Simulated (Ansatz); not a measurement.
# W2NO2 monolayer: from the cell to its phonons, part 2 of 2

Wanted: vibrations and spectra of W2NO2 monolayer; the cell is already relaxed. After the zone centre comes a 4×4×1 q mesh on a 20×20×1 k mesh.

Ansatz 0.2.0; DFT LDA, scalar-relativistic, plane waves, PAW; PAW set soft_1.

So far. Step 2 (Modes at Γ): Before it was imposed, the acoustic sum rule was missed by 6.8e-5 eV/Å². Small misses are needed for a sound result but don't prove that mesh and cutoff are converged. The lowest optical mode is real, 120 cm⁻¹.

### 3. Phonons on a q mesh (continued)

The partial phonon density of states has structure finer than the step of the table below, so its rows give means over 50 cm⁻¹, whole bins alone (the curve runs from -173 to 780 cm⁻¹). Peaks (cm⁻¹: height): N 528.3: 0.0259, 720.1: 0.0600; O 420.4: 0.0870, 480.3: 0.0507; W -131.1: 0.0182, -65.1: 0.0156, 144.7: 0.0537, 198.6: 0.0186.

Phonopy on the run's constants, 21x21x1 mesh, Gaussian sigma 6.8 cm-1. Interpolated from a 4×4×1 q mesh. The partial phonon density of states by wavenumber; means over each step; values in 1/cm⁻¹/cell:

| wavenumber (cm⁻¹) | N | O | W |
| --- | --- | --- | --- |
| -100 | 9.8e-4 | 9.6e-4 | 0.00927 |
| -50 | 8.6e-4 | 9.2e-4 | 0.0107 |
| 0 | 2.0e-4 | 2.2e-4 | 0.00263 |
| 50 | 2.7e-4 | 4.1e-4 | 0.00489 |
| 100 | 2.5e-4 | 8.4e-4 | 0.0166 |
| 150 | 1.7e-4 | 9.5e-4 | 0.0352 |
| 200 | 2.7e-5 | 5.7e-4 | 0.0118 |
| 250 | 6.6e-6 | 3.4e-4 | 0.00732 |
| 300 | 1.0e-6 | 2.5e-6 | 7.5e-7 |
| 350 | 0.00190 | 0.00700 | 0.00150 |
| 400 | 0.00164 | 0.0415 | 0.00249 |
| 450 | 0.00125 | 0.0313 | 0.00209 |
| 500 | 0.00579 | 0.0263 | 0.00298 |
| 550 | 0.00833 | 0.00548 | 4.6e-4 |
| 600 | 1.2e-7 | 1.2e-7 | 0 |
| 650 | 7.9e-6 | 2.9e-7 | 0 |
| 700 | 0.0211 | 9.7e-4 | 5.7e-4 |
| 750 | 0.0159 | 8.7e-4 | 5.4e-4 |

Symmetry leaves 4 wavevectors to solve. The lowest mode among them, the acoustic zeros apart, lies at q = (0.25, 0.25, 0) and is imaginary, 144.1i cm⁻¹, so the energy falls along it. Between them the interpolated path dips to 163i cm⁻¹.

### 4. Isotope substitution, element N, natural mass 14.007 amu

An isotope changes the mass and not the force constants, so no new electronic calculation is needed; the shifts show which modes move this element.

The same force constants with the mass of N changed from 14.007 to 15.000 u (phonopy, no LO-TO term). Both lists are sorted by frequency; levels can cross, so a row need not hold one and the same mode. Modes under 3 cm⁻¹ are left out. Isotope shifts, by row, the first 40 of 57 rows:

| q | rank | natural mass (cm⁻¹) | changed mass (cm⁻¹) |
| --- | --- | --- | --- |
| 0 0 0 | 4 | 118.5 | 118.5 |
| 0 0 0 | 5 | 118.5 | 118.5 |
| 0 0 0 | 6 | 234.4 | 234.4 |
| 0 0 0 | 7 | 391.2 | 391 |
| 0 0 0 | 8 | 391.2 | 391 |
| 0 0 0 | 9 | 427.8 | 427.8 |
| 0 0 0 | 10 | 427.8 | 427.8 |
| 0 0 0 | 11 | 463.6 | 453 |
| 0 0 0 | 12 | 541.8 | 541.8 |
| 0 0 0 | 13 | 552.5 | 547.1 |
| 0 0 0 | 14 | 716.4 | 693.5 |
| 0 0 0 | 15 | 716.4 | 693.5 |
| 0 0.25 0 | 1 | -139.1 | -138.9 |
| 0 0.25 0 | 2 | -86.39 | -86.14 |
| 0 0.25 0 | 3 | 60.3 | 60.21 |
| 0 0.25 0 | 4 | 125.4 | 125.3 |
| 0 0.25 0 | 5 | 132.3 | 132.3 |
| 0 0.25 0 | 6 | 196.4 | 196.4 |
| 0 0.25 0 | 7 | 351.3 | 348.8 |
| 0 0.25 0 | 8 | 395.3 | 395.1 |
| 0 0.25 0 | 9 | 420.4 | 420.3 |
| 0 0.25 0 | 10 | 446 | 445.8 |
| 0 0.25 0 | 11 | 480.9 | 479.6 |
| 0 0.25 0 | 12 | 504.4 | 504.3 |
| 0 0.25 0 | 13 | 536 | 524.7 |
| 0 0.25 0 | 14 | 717.8 | 695.3 |
| 0 0.25 0 | 15 | 727.1 | 704.5 |
| 0 -0.5 0 | 1 | -134.6 | -133.9 |
| 0 -0.5 0 | 2 | -43.98 | -43.91 |
| 0 -0.5 0 | 3 | 136.6 | 136.6 |
| 0 -0.5 0 | 4 | 144.1 | 144.1 |
| 0 -0.5 0 | 5 | 151.2 | 151.2 |
| 0 -0.5 0 | 6 | 238.1 | 238.1 |
| 0 -0.5 0 | 7 | 408.2 | 408.1 |
| 0 -0.5 0 | 8 | 418.5 | 418.5 |
| 0 -0.5 0 | 9 | 419.8 | 419.1 |
| 0 -0.5 0 | 10 | 441.1 | 441.1 |
| 0 -0.5 0 | 11 | 455.9 | 451.7 |
| 0 -0.5 0 | 12 | 493.7 | 493.7 |
| 0 -0.5 0 | 13 | 515.9 | 505.8 |

A mode of this element alone would shift by -3.37 %. The highest zone-centre frequency without the field goes from 716.4 to 693.5 cm⁻¹ (-3.2 %). The product of the frequency ratios over all optical modes at Γ is 0.906; the product rule, (m/m′)^(3k/2) (M′/M)^(3/2) with k = 1 such atoms and M the mass of the cell, gives 0.906.

### 5. Another isotope, element O, natural mass 15.999 amu

The same for O, from 16.00 to 18.00 u.

A mode of this element alone would shift by -5.72 %. The highest zone-centre frequency without the field goes from 716.4 to 715.1 cm⁻¹ (-0.2 %). The product of the frequency ratios over all optical modes at Γ is 0.712; the product rule, (m/m′)^(3k/2) (M′/M)^(3/2) with k = 2 such atoms and M the mass of the cell, gives 0.713.

### 6. Isotope substitution, element W, natural mass 183.84 amu

The same for W, from 183.84 to 185.95 u.

The same force constants with the mass of W changed from 183.840 to 185.954 u (phonopy, no LO-TO term). Both lists are sorted by frequency; levels can cross, so a row need not hold one and the same mode. Modes under 3 cm⁻¹ are left out. Isotope shifts, by row, the first 40 of 57 rows:

| q | rank | natural mass (cm⁻¹) | changed mass (cm⁻¹) |
| --- | --- | --- | --- |
| 0 0 0 | 4 | 118.5 | 117.9 |
| 0 0 0 | 5 | 118.5 | 117.9 |
| 0 0 0 | 6 | 234.4 | 233.1 |
| 0 0 0 | 7 | 391.2 | 391 |
| 0 0 0 | 8 | 391.2 | 391 |
| 0 0 0 | 9 | 427.8 | 427.6 |
| 0 0 0 | 10 | 427.8 | 427.6 |
| 0 0 0 | 11 | 463.6 | 463.4 |
| 0 0 0 | 12 | 541.8 | 541.6 |
| 0 0 0 | 13 | 552.5 | 552.5 |
| 0 0 0 | 14 | 716.4 | 716.3 |
| 0 0 0 | 15 | 716.4 | 716.3 |
| 0 0.25 0 | 1 | -139.1 | -138.4 |
| 0 0.25 0 | 2 | -86.39 | -86 |
| 0 0.25 0 | 3 | 60.3 | 60 |
| 0 0.25 0 | 4 | 125.4 | 124.7 |
| 0 0.25 0 | 5 | 132.3 | 131.6 |
| 0 0.25 0 | 6 | 196.4 | 195.3 |
| 0 0.25 0 | 7 | 351.3 | 351 |
| 0 0.25 0 | 8 | 395.3 | 395.1 |
| 0 0.25 0 | 9 | 420.4 | 420.3 |
| 0 0.25 0 | 10 | 446 | 445.9 |
| 0 0.25 0 | 11 | 480.9 | 480.6 |
| 0 0.25 0 | 12 | 504.4 | 504.2 |
| 0 0.25 0 | 13 | 536 | 535.9 |
| 0 0.25 0 | 14 | 717.8 | 717.7 |
| 0 0.25 0 | 15 | 727.1 | 727 |
| 0 -0.5 0 | 1 | -134.6 | -134 |
| 0 -0.5 0 | 2 | -43.98 | -43.75 |
| 0 -0.5 0 | 3 | 136.6 | 135.9 |
| 0 -0.5 0 | 4 | 144.1 | 143.3 |
| 0 -0.5 0 | 5 | 151.2 | 150.3 |
| 0 -0.5 0 | 6 | 238.1 | 236.8 |
| 0 -0.5 0 | 7 | 408.2 | 408.1 |
| 0 -0.5 0 | 8 | 418.5 | 418.4 |
| 0 -0.5 0 | 9 | 419.8 | 419.8 |
| 0 -0.5 0 | 10 | 441.1 | 441.1 |
| 0 -0.5 0 | 11 | 455.9 | 455.4 |
| 0 -0.5 0 | 12 | 493.7 | 493.5 |
| 0 -0.5 0 | 13 | 515.9 | 515.8 |

A mode of this element alone would shift by -0.57 %. The highest zone-centre frequency without the field goes from 716.4 to 716.3 cm⁻¹ (-0.0 %). The product of the frequency ratios over all optical modes at Γ is 0.981; the product rule, (m/m′)^(3k/2) (M′/M)^(3/2) with k = 2 such atoms and M the mass of the cell, gives 0.981.

### 7. Outcome

- space group (within 0.01 Å): P-3m1
- area per atom: 1.70 Å²
- electronic character: no gap on this mesh
- highest optical mode at the zone centre (no LO-TO term): 716 cm⁻¹
- lowest optical zone-centre mode: 120 cm⁻¹
- lowest mode on the q mesh (acoustic modes at Γ apart): -144 cm⁻¹
- highest frequency on the path or at a solved wavevector: 747 cm⁻¹
- imaginary modes on the 4×4×1 q mesh: yes

Modes are clearly imaginary (beyond 10i cm⁻¹) at 3 of the 4 irreducible wavevectors, most at q = (0.25, 0.25, 0) (144.1i cm⁻¹), so this structure is not a minimum of the energy. The optical modes at Γ span 120 to 716 cm⁻¹. The highest mode in this list at Γ, 716.5 cm⁻¹, is mostly motion of N (95 % of the kinetic energy). With no gap, or one that is small against the smearing, the frequencies hang on the k mesh and the smearing, most of all near Kohn anomalies. The phonon runs are without spin polarisation, although the cell has an odd electron count. In a sheet or slab the interpolated bending branch near Γ is rough, since the rotational sum rule isn't imposed. Spin-orbit coupling is left out, which can matter for the heavy elements here. The PAW files were made for PBE and serve the other functionals too. A phonon run warned that its eigensolver left some bands unconverged in a pass. The starting cell was built on a prototype and not taken from a measurement. These are harmonic frequencies at zero temperature: anharmonic shifts, linewidths and thermal expansion are left out.

[Hosts, paths, dates, database ids (printed as entryN), source tags and the programs' standing remarks are cut or masked in the printed files.]
